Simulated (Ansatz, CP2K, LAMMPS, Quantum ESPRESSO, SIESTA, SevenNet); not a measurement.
**Amorphous 61SiO2-39Al2O3 (mol %) (106 atoms): one relaxed cell, several methods**

Aim: relax amorphous 61SiO2-39Al2O3 (mol %) (106 atoms), then compare forces, pressure and levels from several programs at that geometry.

These are calculated values.

## 1. The structure

The cell holds 106 atoms (17 Si, 22 Al and 67 O), with edges of 11.14, 11.14 and 11.14 Å. Recipe: 106 atoms (17 Si, 22 Al, 67 O) placed at random at 2.58 g/cm³, melted at 5000 K for 10 ps at fixed volume with the Morse and Coulomb pair potential with partial charges (Pedone, Malavasi, Menziani, Cormack and Segre, J. Phys. Chem. B 110, 11780 (2006)). Quenched from 5000 K to 300 K at 50 K/ps and fixed volume, held 5 ps, then minimised at fixed cell. Then the atoms were relaxed with SevenNet l3i5 in the fixed cell. Then the atoms were relaxed with CP2K double zeta, PBE.

## 2. The relaxation

CP2K double zeta (DZVP-MOLOPT-SR, GTH-PBE potentials, 480 Ry; k-points Γ) took 18 geometry steps and reached its thresholds. It started from the geometry that SevenNet l3i5 had relaxed.

Wall time 6 min (8 threads of Arm Neoverse V2, shared host); peak memory 1.8 GiB.

```
                                before          after
      energy (meV/atom)              0           -1.7
Al-O bonds under 2.38 Å  92 at 1.818 Å  92 at 1.819 Å
Si-O bonds under 2.12 Å  68 at 1.641 Å  68 at 1.643 Å
```

Atoms moved by 0.02 Å r.m.s. and 0.06 Å at most, with the common shift taken off.

## 3. Local order after relaxation

Density 2.58 g/cm³, 13.03 Å³ an atom.

g(r), total and by pair (bins of 0.2 Å):

```
r (Å)  total   O-O  O-Al   O-Si  Al-Al  Al-Si  Si-Si
 1.50   0.35  0.00  0.00   1.75   0.00   0.00   0.00
 1.70   3.50  0.00  5.29  10.43   0.00   0.00   0.00
 1.90   1.27  0.00  4.83   0.00   0.00   0.00   0.00
 2.10   0.09  0.00  0.34   0.00   0.00   0.00   0.00
 2.30   0.02  0.04  0.00   0.00   0.00   0.00   0.00
 2.50   0.50  1.18  0.06   0.00   0.34   0.00   0.00
 2.70   1.43  3.51  0.00   0.06   0.29   0.00   0.00
 2.90   1.18  2.35  0.17   0.05   1.90   0.87   1.74
 3.10   1.27  1.27  0.62   0.40   3.25   4.11   3.98
 3.30   1.00  0.59  0.95   0.75   4.62   2.06   1.09
 3.50   0.72  0.48  0.97   1.06   0.36   0.61   0.00
 3.70   0.92  0.56  1.43   1.48   0.00   0.22   0.27
 3.90   0.89  0.50  1.35   1.36   0.44   0.49   0.25
 4.10   1.22  0.71  1.81   1.91   0.00   0.97   0.46
 4.30   1.08  0.70  1.35   1.71   0.25   0.95   0.81
 4.50   1.18  0.99  1.44   0.89   1.58   1.61   1.90
 4.70   1.00  1.33  0.78   0.70   0.71   1.06   0.88
 4.90   0.92  1.19  0.74   0.59   0.86   1.04   1.09
 5.10   1.08  1.39  0.80   0.61   1.30   1.35   1.33
 5.30   1.05  1.44  0.63   0.89   1.46   0.73   0.68
 5.50   0.92  1.06  0.65   0.84   0.99   1.21   1.40
```

Bonds by pair of elements; cutoffs follow the first minimum of g(r), held within bounds set by covalent radii, and pairs that aren't listed don't count as bonded:

```
pair A-B  cutoff (Å)  bonds  mean length (Å)  spread (Å)  shortest (Å)  B about A  A about B
    O-Al        2.38     92             1.82       0.097          1.67       1.37       4.18
    O-Si        2.12     68             1.64       0.041          1.58       1.01          4
```

How many atoms have how many bonded neighbours:

```
element  mean   2   3   4  5
     Al  4.18   0   0  18  4
      O  2.39  41  26   0  0
     Si     4   0   0  17  0
```

Bond angles (no mean is given where the spread exceeds 20°):

```
  angle  count  mean (°)  spread (°)
 O-Al-O    148       108        16.5
 O-Si-O    102       109           6
Al-O-Al     53       118        16.6
Al-O-Si     49       132        15.3
Si-O-Si     17       143        11.8
```

Oxygen atoms by the number of network formers (Si, P, Ge, B, Al, As, Ga) bound to them:

```
network formers bound to O  O atoms  per cent
                         0        0         0
                         1        0         0
                         2       41      61.2
                         3       26      38.8
```

Network units: each former by its oxygen neighbours and how many of them bridge to another former:

```
former  O neighbours  bridging O  atoms
    Si             4           4     17
    Al             4           4     18
    Al             5           5      4
```

Bond length by coordination (bonds to H left out):

```
element  coordination  atoms  mean bond length (Å)
     Al             4     18                  1.79
     Al             5      4                  1.91
      O             2     41                  1.66
      O             3     26                  1.83
```

Rings of the network by King's shortest-path rule, up to 12 atoms, one path for each pair of neighbours; H, halogens, alkali and alkaline-earth atoms are left out, and the last column divides by all other atoms, bonded or not:

```
ring size (atoms)  rings  per network atom
                4      7             0.066
                6     15             0.142
                8     35              0.33
               10     40             0.377
               12     22             0.208
```

For some of the pairs, g(r) has its first main peak near 2.7 Å (O-O), 1.8 Å (O-Al), 1.6 Å (O-Si), 3.2 Å (Al-Al), 3.1 Å (Al-Si) and 3.1 Å (Si-Si). With the cutoffs above, 82 % of Al atoms have 4, 61 % of O atoms have 2 and all Si atoms have 4 bonded neighbours. The O-Al-O angle averages 108° with a spread of 16°. 61 % of the oxygens bridge two formers (Si and Al) and 0 % are non-bridging; 39 % join three. The commonest Al unit has 4 oxygens, 4 of them shared with other formers (18 of 22 atoms). Rings of 10 atoms are the most common (34 % of those counted); sizes run from 4 to 12, where the search stops.

## 4. The plane-wave reference

Quantum ESPRESSO 7.5: Kohn-Sham DFT, PBE, SSSP efficiency 1.3.0 pseudopotentials, plane waves. Its input for the relaxed cell:

```
&control
  calculation = 'scf'
  pseudo_dir = './pseudo'
  outdir = './tmp'
  disk_io = 'none'
  tprnfor = .true.
  tstress = .true.
/
&system
  ibrav = 0
  nat = 106
  ntyp = 3
  ecutwfc = 60
  ecutrho = 480
  nosym = .true.
  occupations = 'smearing'
  smearing = 'fd'
  degauss = 0.003675
/
&electrons
  conv_thr = 5.3e-07
  electron_maxstep = 100
  mixing_beta = 0.4
  mixing_mode = 'plain'
  diagonalization = 'david'
/
ATOMIC_SPECIES
Si 28.085 Si.upf
Al 26.982 Al.upf
O 15.999 O.upf
CELL_PARAMETERS angstrom
11.13760 0.00000 0.00000
0.00000 11.13760 0.00000
0.00000 0.00000 11.13760
ATOMIC_POSITIONS crystal
Si 0.44640 0.48532 0.86331
Si 0.49902 0.85001 0.72778
Si 0.59678 0.07866 0.62214
[... 101 atom lines left out ...]
O 0.75952 0.19281 0.89232
O 0.60177 0.12602 0.47936
K_POINTS gamma
```

Run time: 2.6 min. Hardware: 8 MPI ranks of Arm Neoverse V2, shared host; peak memory 4.8 GiB.

## 5. Side by side

CPU times are from a shared host and are rough.

```
                level                    basis or training data  k-points  own r.m.s. force (meV/Å)  difference from the reference (meV/Å)  pressure (GPa)  Kohn-Sham gap (eV)  CPU time  memory (GiB)
              QE, PBE   plane waves, SSSP efficiency, 60/480 Ry         Γ                       100                                      -           -0.43                3.54    21 min           4.8
CP2K triple zeta, PBE     TZV2P-UZH, GTH-PBE potentials, 600 Ry         Γ                       107                                     82           -2.14                3.53    21 min           7.2
      SIESTA DZP, PBE  DZP orbitals, shift 0.01 Ry, mesh 400 Ry         Γ                       161                                    148            2.22                3.55   7.1 min           2.8
        SevenNet l3i5        trained on PBE(+U) plane-wave data         -                       102                                     44           -0.74                   -      10 s           1.8
```

The gap is the spacing of the highest filled and lowest empty Kohn-Sham level on the mesh; a dash marks partly filled levels, a spacing under 0.15 eV or a method without such levels.

## 6. Findings

Relaxation in the fixed cell lowers the energy by 2 meV/atom at its own level and moves atoms by up to 0.06 Å. The reference finds an r.m.s. force of 100 meV/Å there and a pressure of -0.43 GPa, at a geometry that CP2K double zeta made. Forces differ from the reference's by 44 meV/Å (SevenNet l3i5), 82 meV/Å (CP2K triple zeta, PBE) and 148 meV/Å (SIESTA DZP, PBE).

CP2K double zeta is at its own minimum here, so the reference's force is itself a measure of how the two differ. Pressures lie -0.3 GPa (SevenNet l3i5), -1.7 GPa (CP2K triple zeta, PBE) and +2.6 GPa (SIESTA DZP, PBE) from the reference's. The highest filled and lowest empty levels lie 3.54 eV apart in the reference, against 3.53 eV in CP2K triple zeta, PBE and 3.55 eV in SIESTA DZP, PBE. With the cutoffs above, 82 % of Al atoms have 4, 61 % of O atoms have 2 and all Si atoms have 4 bonded neighbours. 61 % of the oxygens bridge two formers (Si and Al) and 0 % are non-bridging; 39 % join three.

**Limits.** The density was set by the recipe and held. One sample of a disordered cell; defect or tail levels can set the gap. Gaps are read on the mesh, which holds the band edges only if they fold onto it, and semilocal functionals tend to put them under measured ones. The quench rate of 50 K/ps is many orders above laboratory rates, so the cell is likely richer in defects and strain than a real sample. The reference samples only Γ, in a cell whose shortest periodic width is 11 Å. The plane-wave runs aren't exact: their cutoffs and mesh weren't converged further here. SIESTA's automatically made basis is far from complete, and its potentials were converted by us (checked for H, C, O, Si, Ge and Ca alone). Where levels are smeared, the DFT runs use Fermi–Dirac occupations at 580 K (0.05 eV), and energies are free energies.

[Logs are printed without paths, hosts, clocks, repeated set-up lines and the standing remarks that a program may print on its own settings, such as how far it seeks lower states.]

[Hosts, paths, dates, database ids (printed as entryN), source tags and the programs' standing remarks are cut or masked in the printed files.]
